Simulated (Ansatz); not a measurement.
## Scanning the volume in random rock-salt alloy of NbN and ZrN

How does the cell respond to the volume?

Program: Ansatz 0.2.0. Level of theory: Kohn-Sham DFT, PBEsol, PAW set soft_1, plane waves. Results are calculated unless marked as measured.

### 1. The structure

The cell holds 64 atoms: 28 Zr, 32 N and 4 Nb. Its edges and angles: a = 9.107 Å, b = 9.107 Å, c = 9.107 Å, α = 90.0°, β = 90.0°, γ = 90.0°. Rock-salt NbN, 2 x 2 x 2 conventional cells, 28 of 32 Nb sites given to Zr at random (x = 0.875), lattice by Vegard's rule (a = 4.554 A); displaced by a Gaussian of 0.02 A.

### 2. The script

The script builds the cell with ASE, from fixed seeds where it draws at random, so the run can be repeated from this text alone. The 2×2×2 mesh is chosen so that along the periodic directions points times cell width come to 18.2 Å or more. A smearing of 0.025 eV is typed, narrow for a metal. The PAW files are read from a folder beside the script (Ansatz's set soft_1), and the density starts from superposed atoms. These files were made with PBE and serve the other functionals as an approximation. The atoms are relaxed first, so that the scan starts at or near a minimum at this cell. The cell is scaled with the atoms at fixed fractional positions, and a Birch–Murnaghan curve is fitted.

sweep.py reads:

```python
import time
import warnings
import numpy as np
from ase.build import bulk
from ase.eos import EquationOfState
from ase.units import GPa
import ansatz as az

warnings.simplefilter("ignore", az.DeckWarning)
u = bulk('NbN', 'rocksalt', a=4.5536, cubic=True)
atoms = u.repeat([2, 2, 2])
rng = np.random.default_rng(250)
sites = rng.permutation([a.index for a in atoms if a.symbol == 'Nb'])
new = ['Zr'] * 28
for k, e in zip(sites, new): atoms[k].symbol = e
atoms.rattle(0.02, seed=250)
atoms.wrap()
print(atoms.get_chemical_formula(), "-", len(atoms), "atoms; cell", atoms.cell.cellpar().round(3))

def setup(atoms):
    return (
        az.Crystal.from_ase(atoms)
        .calculation()
        .functional("pbesol")
        .pseudopotentials("paw", azcp={"folder": "./paw"}, xc_functional="pbe")
        .basis(420)
        .kpoints(2, 2, 2)
        .occupations("gaussian", width=0.025)
    )

def gap_of(report):
    e = np.concatenate(report["eigenvalues_ev"]); f = np.concatenate(report["occupations"])
    f = f / f.max()  # a half-filled level counts on both sides, so the gap is then zero
    return e[f > 0.3].max(), e[f < 0.7].min()

def relaxed(atoms):
    steps = []
    calc = setup(atoms).relax(force_tolerance=0.03, max_steps=50).forces()
    keep = lambda event: steps.append(event["data"]) if event["event"] == "relax_step" and event["data"].get("accepted", True) else None
    try:
        az.Session.from_yaml(calc.to_yaml()).plan(threads=4).execute(on_event=keep)
    except az.NonConvergedError as error:
        print("relaxation stopped at the step limit:", str(error).split(". ")[0])
    final = atoms.copy()
    final.set_cell(steps[-1].get("cell_ang", atoms.cell))
    final.positions = steps[-1]["positions_ang"]
    print(f"{len(steps)} steps, energy change {steps[-1]['lagrangian_ev'] - steps[0]['lagrangian_ev']:+.3f} eV, largest force component {steps[-1]['allowed_force_max_ev_ang']:.3f} eV/A", flush=True)
    return final

start = time.time()
start_cell = relaxed(atoms)
start_cell.set_constraint()
print(f"relaxed first, in {time.time() - start:.0f} s")

rows = []
for x in [0.93, 0.96, 0.99, 1.02, 1.05, 1.08, 1.11]:
    a = start_cell.copy()
    a.set_cell(a.cell[:] * x ** (1 / 3), scale_atoms=True)
    try:
        r = setup(a).forces().stress().band_table().run(threads=4).report
    except az.AnsatzError as error:
        print(x, 'failed:', str(error)[:110])
        continue
    print(x, f"F = {r['free_energy_ev']:.4f} eV after {r['n_iterations']} iterations", flush=True)
    homo, lumo = gap_of(r)
    rows.append((x, r['free_energy_ev'], np.sqrt(np.mean(np.square(r['forces_ev_ang']))), max(lumo - homo, 0), np.trace(r['stress_gpa']) / 3))
low = min(e for _, e, *_ in rows)
print("      V/V0  E - Emin (meV/atom)  rms force (eV/A)  gap (eV)  P (GPa)")
for x, e, f, gap, p in rows:
    print(f"{x:10.3f} {1000 * (e - low) / len(atoms):20.2f} {f:17.3f} {gap:9.3f} {p:8.2f}")
eos = EquationOfState([x * atoms.get_volume() for x, *_ in rows], [e for _, e, *_ in rows], "birchmurnaghan")
v0, e0, b0 = eos.fit()
print(f"fit with the ions carried along unrelaxed: V0 = {v0 / len(atoms):.3f} A^3/atom ({v0 / atoms.get_volume():.3f} of the start), B0 = {b0 / GPa:.1f} GPa")
```

Launch:

```
> python sweep.py
```

What it wrote:

```text
N32Nb4Zr28 - 64 atoms; cell [ 9.107  9.107  9.107 90.    90.    90.   ]
6 steps, energy change -0.575 eV, largest force component 0.023 eV/A
relaxed first, in 250 s
0.93 F = -145811.6018 eV after 9 iterations
0.96 F = -145813.3285 eV after 10 iterations
0.99 F = -145813.6966 eV after 10 iterations
1.02 F = -145812.9112 eV after 10 iterations
1.05 F = -145811.1444 eV after 11 iterations
1.08 F = -145808.5384 eV after 11 iterations
1.11 F = -145805.2274 eV after 10 iterations
      V/V0  E - Emin (meV/atom)  rms force (eV/A)  gap (eV)  P (GPa)
     0.930                32.73             0.031     0.000    17.56
     0.960                 5.75             0.018     0.000     7.15
     0.990                 0.00             0.008     0.000    -1.70
     1.020                12.27             0.007     0.000    -9.22
     1.050                39.88             0.014     0.000   -15.62
     1.080                80.60             0.022     0.000   -21.06
     1.110               132.33             0.029     0.000   -25.66
fit with the ions carried along unrelaxed: V0 = 11.612 A^3/atom (0.984 of the start), B0 = 276.1 GPa
```

Run time: 12 min. Hardware: 4 threads of Arm Neoverse V1, shared host; peak memory 5.8 GiB.

### 3. Outcome

| Property | Result |
| --- | --- |
| lowest point of the scan | 0.99 times the starting volume |
| energy range | 132 meV/atom |
| fitted volume | 11.612 Å³/atom |
| fitted bulk modulus, ions unrelaxed | 276.1 GPa |

What this shows: The lowest of the points computed is at 0.99 times the starting volume; the scan spans 132 meV/atom. With the ions carried along unrelaxed the modulus tends to lie above the relaxed one. Bands overlap or touch in every run, so the cell is a metal at this level and any non-zero gap printed is a spacing between sampled levels. A metal needs a dense mesh, and this one wasn't tested.

[Logs are printed without paths, hosts, clocks, repeated set-up lines and the standing remarks that a program may print on its own settings, such as how far it seeks lower states.]

[Hosts, paths, dates, database ids (printed as entryN), source tags and the programs' standing remarks are cut or masked in the printed files.]

[Scripts of this kind were picked in part by their result: those with far moves, changed bonds, near-zero gaps or large misses at database cells are mostly left out.]
